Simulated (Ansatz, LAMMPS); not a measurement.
# Static equation of state of glassy 88SiO2-4K2O-4Li2O-4MgO (mol %) (71 atoms)

Density of this cell: 2.35 g/cm³. The cell holds 71 atoms: 21 Si, 2 K, 2 Li, 1 Mg and 45 O. Cell: a = 10.134 Å, b = 9.796 Å, c = 10.177 Å, α = 88.6°, β = 86.3°, γ = 91.5°. The starting structure: 71 atoms (21 Si, 2 K, 2 Li, 1 Mg, 45 O) placed at random at 2.28 g/cm³, melted at 4000 K for 10 ps at fixed volume with the Morse and Coulomb pair potential with partial charges (Pedone, Malavasi, Menziani, Cormack and Segre, J. Phys. Chem. B 110, 11780 (2006)). Quenched from 4000 K to 300 K at 10 K/ps and fixed volume, held 10 ps at zero pressure.

Calculated with Ansatz 0.2.0: Kohn-Sham DFT, RPBE, PAW (set soft_2), plane waves; cutoff 420 eV, Γ point, fermi-dirac smearing of 0.05 eV. Cell and atoms were relaxed first, to V0 = 14.190 Å³ an atom at a residual P0 = -0.013 GPa. The cell was then scaled evenly, and the atoms were relaxed at each volume.

| volume (Å³/atom) | pressure (GPa) |
| --- | --- |
| 12.771 | 6.358 |
| 13.339 | ? |
| 13.764 | 1.663 |
| 14.616 | -1.681 |
| 15.041 | -3.000 |

Task: Fit the third-order Birch–Murnaghan equation to the rows given and interpolate to the withheld row.

**Working.**

Take the Eulerian strain f = ½[(V0/V)^(2/3) − 1] and the normalised pressure F = (P − P0) / [3f(1 + 2f)^(5/2)]. The third-order Birch–Murnaghan equation is then the line F = B0 + (3/2)B0(B′ − 4) f, so u = f and v = F.

| u = f | v = F (GPa) |
| --- | --- |
| 0.0363830 | 48.9638 |
| 0.0102568 | 51.7680 |
| -0.00975647 | 59.8744 |
| -0.0190506 | 57.5967 |

With n = 4: mean u = 0.00445820, mean v = 54.5507, Σ(u − ū)² = 0.0018075, Σ(u − ū)(v − v̄) = -0.34178. Slope b = -0.34178 / 0.0018075 = -189.09; intercept a = v̄ − b ū = 55.394.

So B0 = a = 55.4 GPa and B′ = 4 + 2b/(3a) = 1.72. At the withheld volume f = 0.02106, F = a + b f = 51.41 GPa, and P = P0 + 3f(1 + 2f)^(5/2) F.

Prediction at 13.339: 3.588 GPa. The run gave 3.339 GPa, so the fit is high by 0.25 GPa (7.4 % of the value).

The series isn't one smooth equation of state: even a line fitted to all rows, the withheld one included, misses F by up to 5.3 %, the count of bonds changes along the series and an atom moves over 0.5 Å in some relaxation. B0 and B′ are then only the numbers of this fit, not moduli of the material. Among the rows given, the largest miss of the fit is at 14.616, by 0.073 GPa (0.78 % of the range of the table).

Limits: Static cells at zero temperature; the cell shape is held. The program notes that the SCF threshold of these relaxations is loose for the stress. The quench rate of 10 K/ps is many orders above laboratory rates, so the cell is likely richer in defects and strain than a real sample. The network of bonds at the start is that of the classical potential that made the cell, and needn't be the one that DFT or experiment would give. Only the Γ point is sampled, in a cell whose shortest periodic width is 10 Å.

[Hosts, paths, dates, database ids (printed as entryN), source tags and the programs' standing remarks are cut or masked in the printed files.]
